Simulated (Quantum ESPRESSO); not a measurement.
# MnIr: spin spirals in supercells

Wanted: E(q) of MnIr at simple fractions of a reciprocal vector.

Program: Quantum ESPRESSO 7.5. Level of theory: LDA; plane waves with GBRV 1.5 LDA potentials, no spin-orbit coupling, flat spiral in a supercell. Results are calculated unless marked as measured.

## (1) The structure

The structure is tetragonal, space group P4/mmm (No. 123). The conventional cell has a = 2.726 Å, b = 2.726 Å, c = 3.643 Å, α = 90.00°, β = 90.00°, γ = 90.00°. Nearest to Mn lie 8 Ir at 2.65 Å and 4 Mn at 2.73 Å. Nearest to Ir lie 8 Mn at 2.65 Å and 4 Ir at 2.73 Å. Farther neighbours are not listed.

The cell comes from the Crystallography Open Database.

## (2) Parallel moments, one cell

The input, pw.in:

```
&CONTROL
  calculation = 'scf'
  prefix = 'pwscf'
  outdir = './tmp'
  pseudo_dir = './pseudo'
  disk_io = 'nowf'
/
&SYSTEM
  ibrav = 0
  nat = 2
  ntyp = 2
  ecutwfc = 34
  ecutrho = 238
  nbnd = 44
  occupations = 'smearing'
  smearing = 'fd'
  degauss = 0.00999582
  noncolin = .true.
  starting_magnetization(1) = 0.2333
  angle1(1) = 90
  angle2(1) = 0
  starting_magnetization(2) = 0
/
&ELECTRONS
  conv_thr = 2d-08
  electron_maxstep = 150
  mixing_beta = 0.3
/
ATOMIC_SPECIES
Mn     54.9380 mn_lda_v1.5.uspp.F.UPF
Ir    192.2170 ir_lda_v1.2.uspp.F.UPF
CELL_PARAMETERS angstrom
   2.7258966415    0.0000000000    0.0000000000
   0.0000000000    2.7258966415    0.0000000000
   0.0000000000    0.0000000000    3.6430000000
ATOMIC_POSITIONS crystal
Mn      0.5000000000    0.5000000000    0.5000000000
Ir      0.0000000000    0.0000000000    0.0000000000
K_POINTS automatic
12 6 6 0 0 0
```

The run is started by

```
OMP_NUM_THREADS=1 mpirun -n 4 pw.x -nk 4 -in pw.in > pw.out
```

What it wrote:

```text
Program PWSCF v.7.5 starts

     Message from routine setup:
     using ibrav=0 with symmetry is DISCOURAGED, use correct ibrav instead

     K-points division:     npool     =       4
     Subspace diagonalization in iterative solution of the eigenvalue problem:

     G-vector sticks info
     --------------------
     sticks:   dense  smooth     PW     G-vecs:    dense   smooth      PW
     Sum         497     293     97                11305     4909     991

     Using Slab Decomposition

     bravais-lattice index     =            0
     lattice parameter (alat)  =       5.1512  a.u.
     unit-cell volume          =     182.6731 (a.u.)^3
     number of atoms/cell      =            2
     number of atomic types    =            2
     number of electrons       =        30.00
     number of Kohn-Sham states=           44
     kinetic-energy cutoff     =      34.0000  Ry
     charge density cutoff     =     238.0000  Ry
     scf convergence threshold =      2.0E-08
     mixing beta               =       0.3000
     number of iterations used =            8  plain     mixing
     Exchange-correlation= SLA  PZ   NOGX NOGC
                           (   1   1   0   0   0   0   0)
     Noncollinear calculation without spin-orbit

     celldm(1)=   5.151198  celldm(2)=   0.000000  celldm(3)=   0.000000
     celldm(4)=   0.000000  celldm(5)=   0.000000  celldm(6)=   0.000000

     crystal axes: (cart. coord. in units of alat)
               a(1) = (   1.000000   0.000000   0.000000 )
               a(2) = (   0.000000   1.000000   0.000000 )
               a(3) = (   0.000000   0.000000   1.336441 )

     reciprocal axes: (cart. coord. in units 2 pi/alat)
               b(1) = (  1.000000  0.000000  0.000000 )
               b(2) = (  0.000000  1.000000  0.000000 )
               b(3) = (  0.000000  0.000000  0.748256 )

     PseudoPot. # 1 for Mn read from file:
     mn_lda_v1.5.uspp.F.UPF
     Pseudo is Ultrasoft + core correction, Zval = 15.0
     Generated by new atomic code, or converted to UPF format
     Using radial grid of  859 points,  6 beta functions with:
                l(1) =   0
                l(2) =   0
                l(3) =   1
                l(4) =   1
                l(5) =   2
                l(6) =   2
     Q(r) pseudized with  8 coefficients,  rinner =    0.950   0.950   0.950
                                                       0.950   0.950

     PseudoPot. # 2 for Ir read from file:
     ir_lda_v1.2.uspp.F.UPF
     Pseudo is Ultrasoft + core correction, Zval = 15.0
     Generated by new atomic code, or converted to UPF format
     Using radial grid of  983 points,  7 beta functions with:
                l(1) =   0
                l(2) =   0
                l(3) =   1
                l(4) =   1
                l(5) =   1
                l(6) =   2
                l(7) =   2
     Q(r) pseudized with  8 coefficients,  rinner =    1.400   1.400   1.400
                                                       1.400   1.400

     atomic species   valence    mass     pseudopotential
     Mn               15.00    54.93800     Mn( 1.00)
     Ir               15.00   192.21700     Ir( 1.00)

      8 Sym. Ops., with inversion, found

   Cartesian axes

     site n.     atom                  positions (alat units)
         1        Mn     tau(   1) = (   0.5000000   0.5000000   0.6682205  )
         2        Ir     tau(   2) = (   0.0000000   0.0000000   0.0000000  )

     number of k points=   160  Fermi-Dirac smearing, width (Ry)=  0.0100

     Number of k-points >= 100: set verbosity='high' to print them.

     Dense  grid:    11305 G-vectors     FFT dimensions: (  25,  25,  36)

     Smooth grid:     4909 G-vectors     FFT dimensions: (  20,  20,  25)

     Check: negative core charge=   -0.000023
     Generating pointlists ...
     new r_m :   0.4013 (alat units)  2.0673 (a.u.) for type    1
     new r_m :   0.4013 (alat units)  2.0673 (a.u.) for type    2

     Initial potential from superposition of free atoms

     starting charge      28.9999, renormalised to      30.0000

     negative rho (up, down):  3.574E-01 0.000E+00

 ==============================================================================
     atom number    1 relative position :    0.5000   0.5000   0.6682
     charge :    13.850726  (integrated on a sphere of radius 0.401)
     magnetization :          3.169584    0.000000    0.000000
     magnetization/charge:    0.228839    0.000000    0.000000
     polar coord.: r, theta, phi [deg] :     3.169584   90.000000    0.000000

 ==============================================================================

 ==============================================================================
     atom number    2 relative position :    0.0000   0.0000   0.0000
     charge :    13.308740  (integrated on a sphere of radius 0.401)
     magnetization :          0.064607    0.000000    0.000000
     magnetization/charge:    0.004855    0.000000    0.000000
     polar coord.: r, theta, phi [deg] :     0.064607   90.000000    0.000000

 ==============================================================================
     Starting wfcs are   50 randomized atomic wfcs

     Self-consistent Calculation

     iteration #  1     ecut=    34.00 Ry     beta= 0.30
     Davidson diagonalization with overlap
     ethr =  1.00E-02,  avg # of iterations =  3.1

     negative rho (up, down):  3.230E-01 0.000E+00

     total energy              =    -392.90378489 Ry
     estimated scf accuracy    <       1.98116985 Ry

     total magnetization       =     1.76     0.00     0.00 Bohr mag/cell
     absolute magnetization    =     2.11 Bohr mag/cell

     iteration #  2     ecut=    34.00 Ry     beta= 0.30
     Davidson diagonalization with overlap
     ethr =  6.60E-03,  avg # of iterations =  2.0

     negative rho (up, down):  3.097E-01 0.000E+00

     total energy              =    -393.01162440 Ry
     estimated scf accuracy    <       0.21751297 Ry

     total magnetization       =     2.30    -0.00    -0.00 Bohr mag/cell
     absolute magnetization    =     2.53 Bohr mag/cell

     iteration #  3     ecut=    34.00 Ry     beta= 0.30
     Davidson diagonalization with overlap
     ethr =  7.25E-04,  avg # of iterations =  2.5

     negative rho (up, down):  3.052E-01 0.000E+00

     total energy              =    -392.99107069 Ry
     estimated scf accuracy    <       1.27919970 Ry

     total magnetization       =     1.97    -0.00    -0.00 Bohr mag/cell
     absolute magnetization    =     2.32 Bohr mag/cell

     [... further iterations left out ...]

     iteration # 14     ecut=    34.00 Ry     beta= 0.30
     Davidson diagonalization with overlap
     ethr =  3.90E-08,  avg # of iterations =  2.1

     negative rho (up, down):  2.957E-01 0.000E+00

     total energy              =    -393.07862902 Ry
     estimated scf accuracy    <       0.00000204 Ry

     total magnetization       =     1.36     0.00    -0.00 Bohr mag/cell
     absolute magnetization    =     1.59 Bohr mag/cell

     iteration # 15     ecut=    34.00 Ry     beta= 0.30
     Davidson diagonalization with overlap
     ethr =  6.81E-09,  avg # of iterations =  2.2

     negative rho (up, down):  2.957E-01 0.000E+00

     total energy              =    -393.07863000 Ry
     estimated scf accuracy    <       0.00000060 Ry

     total magnetization       =     1.37    -0.00     0.00 Bohr mag/cell
     absolute magnetization    =     1.59 Bohr mag/cell

     iteration # 16     ecut=    34.00 Ry     beta= 0.30
     Davidson diagonalization with overlap
     ethr =  2.01E-09,  avg # of iterations =  2.4

     negative rho (up, down):  2.957E-01 0.000E+00

     total energy              =    -393.07863021 Ry
     estimated scf accuracy    <       0.00000002 Ry

     total magnetization       =     1.37     0.00     0.00 Bohr mag/cell
     absolute magnetization    =     1.60 Bohr mag/cell

     iteration # 17     ecut=    34.00 Ry     beta= 0.30
     Davidson diagonalization with overlap
     ethr =  7.89E-11,  avg # of iterations =  3.5

     negative rho (up, down):  2.957E-01 0.000E+00

 ==============================================================================
     atom number    1 relative position :    0.5000   0.5000   0.6682
     charge :    13.670686  (integrated on a sphere of radius 0.401)
     magnetization :          1.426773    0.000000   -0.000000
     magnetization/charge:    0.104367    0.000000   -0.000000
     polar coord.: r, theta, phi [deg] :     1.426773   90.000000    0.000000

 ==============================================================================

 ==============================================================================
     atom number    2 relative position :    0.0000   0.0000   0.0000
     charge :    12.568124  (integrated on a sphere of radius 0.401)
     magnetization :         -0.077254    0.000000   -0.000000
     magnetization/charge:   -0.006147    0.000000   -0.000000
     polar coord.: r, theta, phi [deg] :     0.077254   90.000000  180.000000

 ==============================================================================

     End of self-consistent calculation

     Number of k-points >= 100: set verbosity='high' to print the bands.

     the Fermi energy is    20.2432 ev

!    total energy              =    -393.07863045 Ry
     estimated scf accuracy    <       0.00000001 Ry
     smearing contrib. (-TS)   =      -0.01261368 Ry
     internal energy E=F+TS    =    -393.06601677 Ry

     The total energy is F=E-TS. E is the sum of the following terms:
     one-electron contribution =     -99.21524117 Ry
     hartree contribution      =      71.09306247 Ry
     xc contribution           =     -76.34848884 Ry
     ewald contribution        =    -288.59534924 Ry

     total magnetization       =     1.37     0.00    -0.00 Bohr mag/cell
     absolute magnetization    =     1.59 Bohr mag/cell

     convergence has been achieved in  17 iterations

=------------------------------------------------------------------------------=
   JOB DONE.
=------------------------------------------------------------------------------=
```

It took 41 s on 4 MPI ranks of Arm Neoverse V2, shared host; peak memory 0.41 GiB; 2.7 min of CPU time.

Spin moment in the atom's sphere by atom:

```csv
atom,x (μB),y (μB),z (μB),size
Mn1,1.43,0.00,0.00,1.43
Ir2,-0.08,0.00,0.00,0.08
```

This step gave:

| Item | Value |
| --- | --- |
| smearing term TS | 0.1716 eV |
| magnetization | 1.365, 0, 0 μB |
| absolute magnetization | 1.592 μB |
| final state | ferromagnetic |

## (3) One turn in 2 cells along the input cell's a

Neighbouring cells are turned by 180° in the xy plane; the cell holds 4 atoms.

The input, pw.in:

```
&CONTROL
  calculation = 'scf'
  prefix = 'pwscf'
  outdir = './tmp'
  pseudo_dir = './pseudo'
  disk_io = 'nowf'
/
&SYSTEM
  ibrav = 0
  nat = 4
  ntyp = 4
  ecutwfc = 34
  ecutrho = 238
  nbnd = 78
  occupations = 'smearing'
  smearing = 'fd'
  degauss = 0.00999582
  noncolin = .true.
  starting_magnetization(1) = 0.2333
  angle1(1) = 90
  angle2(1) = 90
  starting_magnetization(2) = 0.2333
  angle1(2) = 90
  angle2(2) = -90
  starting_magnetization(3) = 0
  starting_magnetization(4) = 0
/
&ELECTRONS
  conv_thr = 4d-08
  electron_maxstep = 150
  mixing_beta = 0.3
/
ATOMIC_SPECIES
Mn1    54.9380 mn_lda_v1.5.uspp.F.UPF
Mn2    54.9380 mn_lda_v1.5.uspp.F.UPF
Ir1   192.2170 ir_lda_v1.2.uspp.F.UPF
Ir2   192.2170 ir_lda_v1.2.uspp.F.UPF
CELL_PARAMETERS angstrom
   5.4517932830    0.0000000000    0.0000000000
   0.0000000000    2.7258966415    0.0000000000
   0.0000000000    0.0000000000    3.6430000000
ATOMIC_POSITIONS crystal
Mn1     0.2500000000    0.5000000000    0.5000000000
Mn2     0.7500000000    0.5000000000    0.5000000000
Ir1     0.0000000000    0.0000000000    0.0000000000
Ir2     0.5000000000    0.0000000000    0.0000000000
K_POINTS automatic
6 6 6 0 0 0
```

What it wrote:

```text
     [... lines left out ...]
Program PWSCF v.7.5 starts
     [... lines left out ...]
     number of atoms/cell      =            4
     [... lines left out ...]
     number of electrons       =        60.00
     number of Kohn-Sham states=           78
     kinetic-energy cutoff     =      34.0000  Ry
     charge density cutoff     =     238.0000  Ry
     scf convergence threshold =      4.0E-08
     [... lines left out ...]
     Noncollinear calculation without spin-orbit
     [... lines left out ...]
      4 Sym. Ops. (no inversion) found
     [... lines left out ...]
     number of k points=    96  Fermi-Dirac smearing, width (Ry)=  0.0100
     [... lines left out ...]
     iteration # 17     ecut=    34.00 Ry     beta= 0.30
     [... lines left out ...]
     atom number    1 relative position :    0.2500   0.2500   0.3341
     [... lines left out ...]
     magnetization :          0.000000    2.251274   -0.000000
     [... lines left out ...]
     atom number    2 relative position :    0.7500   0.2500   0.3341
     [... lines left out ...]
     magnetization :         -0.000000   -2.251329   -0.000000
     [... lines left out ...]
     atom number    3 relative position :    0.0000   0.0000   0.0000
     [... lines left out ...]
     magnetization :         -0.000000    0.000009   -0.000000
     [... lines left out ...]
     atom number    4 relative position :    0.5000   0.0000   0.0000
     [... lines left out ...]
     magnetization :          0.000000    0.000009    0.000000
     [... lines left out ...]
     the Fermi energy is    20.2589 ev
!    total energy              =    -786.16766131 Ry
     estimated scf accuracy    <       0.00000002 Ry
     smearing contrib. (-TS)   =      -0.02324859 Ry
     [... lines left out ...]
     total magnetization       =    -0.00    -0.00    -0.00 Bohr mag/cell
     absolute magnetization    =     4.81 Bohr mag/cell
     convergence has been achieved in  17 iterations
```

Run time: 1.9 min. Hardware: 4 MPI ranks; peak memory 0.68 GiB; 7.4 min of CPU time.

Spin moment in the atom's sphere by atom:

| atom | x (μB) | y (μB) | z (μB) | size |
| --- | --- | --- | --- | --- |
| Mn1 | 0.00 | 2.25 | 0.00 | 2.25 |
| Mn2 | 0.00 | -2.25 | 0.00 | 2.25 |
| Ir3 | 0.00 | 0.00 | 0.00 | 0.00 |
| Ir4 | 0.00 | 0.00 | 0.00 | 0.00 |

Numbers from this step:

* smearing term TS: 0.3163 eV
* magnetization: 0, 0, 0 μB
* absolute magnetization: 4.814 μB
* final state: antiferromagnetic

## (4) One turn in 3 cells along the input cell's a

Neighbouring cells are turned by 120° in the xy plane; the cell holds 6 atoms.

The input, pw.in:

```
&CONTROL
  calculation = 'scf'
  prefix = 'pwscf'
  outdir = './tmp'
  pseudo_dir = './pseudo'
  disk_io = 'nowf'
/
&SYSTEM
  ibrav = 0
  nat = 6
  ntyp = 6
  ecutwfc = 34
  ecutrho = 238
  nbnd = 114
  occupations = 'smearing'
  smearing = 'fd'
  degauss = 0.00999582
  noncolin = .true.
  starting_magnetization(1) = 0.2333
  angle1(1) = 90
  angle2(1) = 60
  starting_magnetization(2) = 0.2333
  angle1(2) = 90
  angle2(2) = 180
  starting_magnetization(3) = 0.2333
  angle1(3) = 90
  angle2(3) = -60
  starting_magnetization(4) = 0
  starting_magnetization(5) = 0
  starting_magnetization(6) = 0
/
&ELECTRONS
  conv_thr = 6d-08
  electron_maxstep = 150
  mixing_beta = 0.3
/
ATOMIC_SPECIES
Mn1    54.9380 mn_lda_v1.5.uspp.F.UPF
Mn2    54.9380 mn_lda_v1.5.uspp.F.UPF
Mn3    54.9380 mn_lda_v1.5.uspp.F.UPF
Ir1   192.2170 ir_lda_v1.2.uspp.F.UPF
Ir2   192.2170 ir_lda_v1.2.uspp.F.UPF
Ir3   192.2170 ir_lda_v1.2.uspp.F.UPF
CELL_PARAMETERS angstrom
   8.1776899245    0.0000000000    0.0000000000
   0.0000000000    2.7258966415    0.0000000000
   0.0000000000    0.0000000000    3.6430000000
ATOMIC_POSITIONS crystal
Mn1     0.1666666667    0.5000000000    0.5000000000
Mn2     0.5000000000    0.5000000000    0.5000000000
Mn3     0.8333333333    0.5000000000    0.5000000000
Ir1     0.0000000000    0.0000000000    0.0000000000
Ir2     0.3333333333    0.0000000000    0.0000000000
Ir3     0.6666666667    0.0000000000    0.0000000000
K_POINTS automatic
4 6 6 0 0 0
```

What it wrote:

```text
     [... lines left out ...]
Program PWSCF v.7.5 starts
     [... lines left out ...]
     number of atoms/cell      =            6
     [... lines left out ...]
     number of electrons       =        90.00
     number of Kohn-Sham states=          114
     kinetic-energy cutoff     =      34.0000  Ry
     charge density cutoff     =     238.0000  Ry
     scf convergence threshold =      6.0E-08
     [... lines left out ...]
     Noncollinear calculation without spin-orbit
     [... lines left out ...]
      2 Sym. Ops. (no inversion) found
     [... lines left out ...]
     number of k points=    84  Fermi-Dirac smearing, width (Ry)=  0.0100
     [... lines left out ...]
     iteration # 21     ecut=    34.00 Ry     beta= 0.30
     [... lines left out ...]
     atom number    1 relative position :    0.1667   0.1667   0.2227
     [... lines left out ...]
     magnetization :          1.130301    1.957567   -0.000000
     [... lines left out ...]
     atom number    2 relative position :    0.5000   0.1667   0.2227
     [... lines left out ...]
     magnetization :         -2.260547   -0.000093    0.000000
     [... lines left out ...]
     atom number    3 relative position :    0.8333   0.1667   0.2227
     [... lines left out ...]
     magnetization :          1.130412   -1.957913   -0.000000
     [... lines left out ...]
     atom number    4 relative position :    0.0000   0.0000   0.0000
     [... lines left out ...]
     magnetization :         -0.021746    0.000002   -0.000000
     [... lines left out ...]
     atom number    5 relative position :    0.3333   0.0000   0.0000
     [... lines left out ...]
     magnetization :          0.010873   -0.018829    0.000000
     [... lines left out ...]
     atom number    6 relative position :    0.6667   0.0000   0.0000
     [... lines left out ...]
     magnetization :          0.010874    0.018832    0.000000
     [... lines left out ...]
     the Fermi energy is    20.2640 ev
!    total energy              =   -1179.24716407 Ry
     estimated scf accuracy    <       0.00000005 Ry
     smearing contrib. (-TS)   =      -0.03596949 Ry
     [... lines left out ...]
     total magnetization       =     0.00    -0.00     0.00 Bohr mag/cell
     absolute magnetization    =     7.39 Bohr mag/cell
     convergence has been achieved in  21 iterations
```

The job ended after 5 min (4 MPI ranks; peak memory 1.1 GiB).

(Continued in part 2 of 2.)

[Logs and program files are shortened in this print: banners, set-up blocks, solver, clock and traceback lines can be left out without a mark of their own.]

[Logs are printed without paths, hosts, clocks, repeated set-up lines and the standing remarks that a program may print on its own settings, such as how far it seeks lower states.]

[Hosts, paths, dates, database ids (printed as entryN), source tags and the programs' standing remarks are cut or masked in the printed files.]

[Where a cell is said to come from a database of computed structures, the database is the Materials Project.]
